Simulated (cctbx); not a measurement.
# What is wrong with this refinement?

Cell a = 3.4350 Å, b = 3.4350 Å, c = 12.0400 Å, α = 90.00°, β = 90.00°, γ = 120.00°; space group P6_3/mmc (no. 194).

The data are simulated with cctbx, not measured: Mo Kα, λ = 0.71073 Å, to d = 0.65 Å, 95 % of the full sphere, strongest reflection 40000 counts, noise from counting, a 1.5 % proportional error and a noise floor of 8 counts (s.d.); no absorption.

An isotropic refinement with weights 1/σ² prints:

```text
Rint 0.015, 119 unique reflections to 0.65 A
cycle     R1     wR2    GooF  max shift (A)
   1  0.2128  0.4570  63.260   1.12745
   6  0.0037  0.0073   1.009   0.00000
final R1 0.0037 wR2 0.0073 GooF 1.009  parameters 4  data/parameter 29.8
atom        x        y        z      Ueq    occ   su(xyz)  su(Uiso or U11)
Pr1    0.00000  0.00000  0.50000   0.0041  1.000  0.00000  0.0000
Zn1    0.66667  0.33333  0.25000   0.0046  1.000  0.00000  0.0000
C1     0.66667  0.33333  0.59717   0.0083  1.000  0.00009  0.0002
difference map: max 0.22 min -0.19 rms 0.05
Q1    0.0000  0.0000  0.2500    2    0.22  1.98 A from Zn1
Q2    0.2454  0.4909  0.9957   12    0.19  1.33 A from C1
Q3    0.3333  0.6667  0.5873    4    0.15  1.96 A from Zn1
Q4    0.0021  0.2735  0.1363   24    0.13  1.34 A from C1
Q5    0.1358  0.5679  0.7500    6    0.12  0.59 A from Zn1
Q6    0.1590  0.5795  0.2500    6    0.12  1.46 A from Zn1
```

**Question.** Can this result stand? If not, what is the likely fault?

It can stand. The set-up had a fault (start far from the minimum), but the refinement still reached the right minimum: R1 = 0.0037, wR2 = 0.0073, GooF = 1.01 against R1 = 0.0037, wR2 = 0.0073, GooF = 1.01 for the right model.

The compound is PrZnC2. The right model at the same level gives:

```text
Rint 0.015, 119 unique reflections to 0.65 A
cycle     R1     wR2    GooF  max shift (A)
   1  0.1772  0.3750  51.917   0.04303
   2  0.0037  0.0073   1.009   0.00000
final R1 0.0037 wR2 0.0073 GooF 1.009  parameters 4  data/parameter 29.8
atom        x        y        z      Ueq    occ   su(xyz)  su(Uiso or U11)
Pr1    0.00000  0.00000  0.50000   0.0041  1.000  0.00000  0.0000
Zn1    0.66667  0.33333  0.25000   0.0046  1.000  0.00000  0.0000
C1     0.66667  0.33333  0.59717   0.0083  1.000  0.00009  0.0002
difference map: max 0.22 min -0.19 rms 0.05
Q1    0.0000  0.0000  0.2500    2    0.22  1.98 A from Zn1
Q2    0.2454  0.4909  0.9957   12    0.19  1.33 A from C1
Q3    0.3333  0.6667  0.5873    4    0.15  1.96 A from Zn1
Q4    0.0021  0.2735  0.1363   24    0.13  1.34 A from C1
Q5    0.1358  0.5679  0.7500    6    0.12  0.59 A from Zn1
Q6    0.1590  0.5795  0.2500    6    0.12  1.46 A from Zn1
```

The model was made for the exercise: a known structure type with other elements put in, its volume estimated, not relaxed; displacement parameters are assumed.

[Middle refinement cycles are left out of these outputs.]

[Logs are printed without paths, hosts, clocks, repeated set-up lines and the standing remarks that a program may print on its own settings, such as how far it seeks lower states.]
